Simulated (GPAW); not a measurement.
# Mn pairs in Ge: coupling against distance with U = 4 eV on Mn d

Two Mn atoms replace host atoms of Ge on its sites. How does their coupling change with their distance?

Program: GPAW 26.7.0. Level of theory: PBE with U = 4 eV on Mn d; plane waves with GPAW's PAW setups, scalar-relativistic. Results are calculated unless marked as measured.

**1. Set-up**

It takes space group C2/m (No. 12, monoclinic). Conventional cell: a = 16.003 Å, b = 16.003 Å, c = 5.658 Å, α = 90.00°, β = 90.00°, γ = 90.00°. Nearest to Mn lie 1 Mn at 2.45 Å and 3 Ge at 2.45 Å. Ge has 1 Mn at 2.45 Å and 3 Ge at 2.45 Å nearest. Nearest to Ge lie 4 Ge at 2.45 Å. Nearest to Ge lie 1 Mn at 2.45 Å and 3 Ge at 2.45 Å. Nearest to Ge lie 4 Ge at 2.45 Å. Model cell: substitutional dopants on the host's lattice, its constants typed without a cited source, atoms not relaxed. Farther neighbours are not listed.

This is the first member shown.

**2. The first member**

This run shows input and output; the others differ as the table says.

The input, order1.py:

```python
import json
import numpy as np
from ase import Atoms
from ase.parallel import paropen, parprint
from gpaw import GPAW

atoms = Atoms(['Mn', 'Mn', 'Ge', 'Ge', 'Ge', 'Ge', 'Ge', 'Ge', 'Ge', 'Ge', 'Ge', 'Ge', 'Ge', 'Ge', 'Ge', 'Ge', 'Ge', 'Ge', 'Ge', 'Ge', 'Ge', 'Ge', 'Ge', 'Ge', 'Ge', 'Ge', 'Ge', 'Ge', 'Ge', 'Ge', 'Ge', 'Ge'],
    cell=[[11.316, 0.0, 0.0],
         [0.0, 11.316, 0.0],
         [0.0, 0.0, 5.658]],
    scaled_positions=[[0.0, 0.0, 0.0],
         [0.125, 0.125, 0.25],
         [0.0, 0.25, 0.5],
         [0.125, 0.375, 0.75],
         [0.25, 0.0, 0.5],
         [0.375, 0.125, 0.75],
         [0.25, 0.25, 0.0],
         [0.375, 0.375, 0.25],
         [0.0, 0.5, 0.0],
         [0.125, 0.625, 0.25],
         [0.0, 0.75, 0.5],
         [0.125, 0.875, 0.75],
         [0.25, 0.5, 0.5],
         [0.375, 0.625, 0.75],
         [0.25, 0.75, 0.0],
         [0.375, 0.875, 0.25],
         [0.5, 0.0, 0.0],
         [0.625, 0.125, 0.25],
         [0.5, 0.25, 0.5],
         [0.625, 0.375, 0.75],
         [0.75, 0.0, 0.5],
         [0.875, 0.125, 0.75],
         [0.75, 0.25, 0.0],
         [0.875, 0.375, 0.25],
         [0.5, 0.5, 0.0],
         [0.625, 0.625, 0.25],
         [0.5, 0.75, 0.5],
         [0.625, 0.875, 0.75],
         [0.75, 0.5, 0.5],
         [0.875, 0.625, 0.75],
         [0.75, 0.75, 0.0],
         [0.875, 0.875, 0.25]],
    pbc=True,
    magmoms=[4.5, 4.5, 0.0, 0.0, 0.0, 0.0, 0.0, 0.0, 0.0, 0.0, 0.0, 0.0, 0.0, 0.0, 0.0, 0.0, 0.0, 0.0, 0.0, 0.0, 0.0, 0.0, 0.0, 0.0, 0.0, 0.0, 0.0, 0.0, 0.0, 0.0, 0.0, 0.0])
atoms.calc = GPAW(mode={'name': 'pw', 'ecut': 450},
    xc='PBE',
    kpts={'size': (3, 3, 5), 'gamma': True},
    occupations={'name': 'fermi-dirac', 'width': 0.05},
    convergence={'density': 1e-05, 'energy': 1e-05},
    maxiter=200,
    mixer={'name': 'pulay', 'beta': 0.05, 'nmaxold': 6, 'weight': 50},
    setups={'Mn': ':d,4.0'},
    symmetry={'tolerance': 1e-4},
    txt='order1.txt')
e = atoms.get_potential_energy(force_consistent=True)
res = {'free_energy': e, 'energy_sigma0': atoms.get_potential_energy(), 'fermi_energy': atoms.calc.get_fermi_level()}
res['moments'] = atoms.get_magnetic_moments().tolist()
res['total'] = atoms.get_magnetic_moment()
parprint('site moments (muB):', np.round(res['moments'], 3))
parprint(f"total moment: {res['total']:.3f} muB")
parprint(f'free energy: {e:.6f} eV')
atoms.calc.write('order1.gpw')
with paropen('results.json', 'w') as f:
    json.dump(res, f)
```

Run with:

```
OMP_NUM_THREADS=1 mpirun -n 4 gpaw python order1.py > order1.log
```

Numbers of over 12 decimals in the logs are rounded to 6 here.

Output:

```text
site moments (muB): [ 4.278e+00  4.278e+00 -4.600e-02  1.000e-03 -4.600e-02  1.000e-03
 -4.800e-02 -1.000e-03 -6.000e-03 -6.000e-03  1.000e-03 -4.600e-02
 -3.000e-03 -4.000e-03 -3.000e-03 -3.000e-03 -6.000e-03 -6.000e-03
 -3.000e-03 -4.000e-03  1.000e-03 -4.600e-02 -3.000e-03 -3.000e-03
 -8.000e-03 -8.000e-03 -4.000e-03 -3.000e-03 -4.000e-03 -3.000e-03
 -1.000e-03 -4.800e-02]
total moment: 8.478 muB
free energy: -147.684284 eV

--- order1.txt ---
Input parameters:
  mode=PW(ecut=450),
  convergence={'density': 1e-05, 'energy': 1e-05},
  kpts=MonkhorstPack(size=(3, 3, 5), gamma=True),
  maxiter=200,
  mixer=Pulay(name='pulay', nmaxold=6, beta=0.05, weight=50, sigma=0.015, g_ss=None),
  occupations=Occupations(name='fermi-dirac', width=0.05),
  setups={'Mn': ':d,4.0'},
  symmetry=Symmetry(tolerance=0.0001),
  xc=XC(name='PBE')

Diagonalizing LCAO Hamiltonian
Converting LCAO to pw mode
        .---------------------------.
       /|                           |
      / |                           |
     /  |  Ge            Ge         |
    /   |       Ge            Ge    |
   /  Ge|           Ge              |
  /    Ge         Ge Ge         Ge  |
 *      .--Ge------------Ge---------.
 |     / Ge Ge         Ge Ge       /
 | Ge /      Ge  Ge        Ge     /
 |   Ge Ge    Ge   Ge Ge    Ge   /
 |  /Mn            Ge           /
 | /      Ge            Ge     /
 |/                           /
 Mn------------Ge------------*

Atoms  # Å, Bohr magnetons
|    | symbol |        x |        y |        z |    initial magnetic moments |
|----|--------|----------|----------|----------|-----------------------------|
[...]
Zero:              0.329020
  External:          0.000000
  Xc:             -199.600915
  Entropy:          -0.035308
  Spinorbit:         0.000000
  ----------------------------
  Free energy:    -147.684284
  Extrapolated:   -147.666630

dipole moment: (-136.512592, -136.512592, -142.047220)  # |e|*Ang

Total magnetic moment: (0.000000, 0.000000, 8.478241)

Local magnetic moments
|        x |        y |         z |
|----------|----------|-----------|
| 0.000000 | 0.000000 |  4.278263 |  # Mn   0
| 0.000000 | 0.000000 |  4.278263 |  # Mn   1
| 0.000000 | 0.000000 | -0.046487 |  # Ge   2
| 0.000000 | 0.000000 |  0.001004 |  # Ge   3
| 0.000000 | 0.000000 | -0.046487 |  # Ge   4
[...]
| 0.000000 | 0.000000 | -0.004288 |  # Ge  28
| 0.000000 | 0.000000 | -0.003347 |  # Ge  29
| 0.000000 | 0.000000 | -0.001169 |  # Ge  30
| 0.000000 | 0.000000 | -0.048126 |  # Ge  31

Fermi level: 5.511
Eigenvalues  # (at kpt = [0.000, 0.000, 0.000])
| band index |      eig [eV] | occ [0-1] |      eig [eV] | occ [0-1] |
|------------|---------------|-----------|---------------|-----------|
|          0 |       -76.454 |     1.000 |       -71.724 |     1.000 |
|        ... |               |           |               |           |
|         66 |         3.340 |     1.000 |         4.595 |     1.000 |
|         67 |         3.864 |     1.000 |         4.714 |     1.000 |
|         68 |         3.875 |     1.000 |         5.408 |     0.887 |
|         69 |         3.976 |     1.000 |         5.662 |     0.047 |
[...]
|         79 |         6.403 |     0.000 |         6.834 |     0.000 |
|         80 |         6.549 |     0.000 |         6.850 |     0.000 |
|         81 |         6.578 |     0.000 |         6.906 |     0.000 |
|        ... |               |           |               |           |
|         99 |         8.850 |     0.000 |         9.289 |     0.000 |

No gap
No difference between direct/indirect transitions

[key lines of the parts left out:]
Converged in 32 steps
```

Elapsed: 9.6 min, on 4 MPI ranks of Intel Xeon Platinum 8375C at 2.90GHz (Ice Lake), shared host; peak memory 2.7 GiB; 38 min of CPU time.

After 32 cycles the largest moment stands at 4.28 μB.

**3. The series**

All use a 3×3×5 mesh. Each member is run with parallel and with opposed moments. For E = −J e1·e2 with unit vectors, counted once a pair, J = (E_opposed − E_parallel) / 2n, n being the images of the partner at that distance, since the cell repeats. Farther images are folded into J, and in so small a cell they can weigh as much as the nearest, so J is an effective number of this cell and no pair coupling.

```tsv
distance (Å)	atoms, n	parallel (eV)	opposed (eV)	opposed less parallel (meV)	J (meV)	mean moment, parallel (μB)	mean moment, opposed (μB)	net moment, parallel (μB a cell)
2.45	32, 1	-147.6843	-148.0946	-410.32	-205.16	4.28	4.20	8.48
4.00	32, 2	-148.1010	-147.9559	+145.14	+36.28	4.15	4.20	7.67
5.66	32, 2	-147.9246	-147.9052	+19.44	+4.86	4.13	4.17	7.36
```

```
distance (Å) 4.00: J = +145.14 / (2 × 2) = +36.28 meV
```

**4. Results**

```json
{
  "strongest coupling": "-205.16 meV at distance (Å) 2.45",
  "parallel lower at": "4.00, 5.66",
  "opposed lower at": "2.45"
}
```

The sign of the coupling changes along the series; it is strongest at distance (Å) 2.45, -205.16 meV, and stands at +4.86 meV for the last member. Differences under about 1 meV are not resolved, and mesh and smearing were not tested in this series. The atoms were not relaxed, which can shift moments and couplings. The cells are small and neutral, with no compensating defects, so carriers and concentrations exceed those of most samples. Trends hold for the rows shown; the series may have further members. Spin–orbit coupling is left out.

[Logs and program files are shortened in this print: banners, set-up blocks, solver, clock and traceback lines can be left out without a mark of their own.]

[Logs are printed without paths, hosts, clocks, repeated set-up lines and the standing remarks that a program may print on its own settings, such as how far it seeks lower states.]

[Hosts, paths, dates, database ids (printed as entryN), source tags and the programs' standing remarks are cut or masked in the printed files.]

[Where a cell is said to come from a database of computed structures, the database is the Materials Project.]
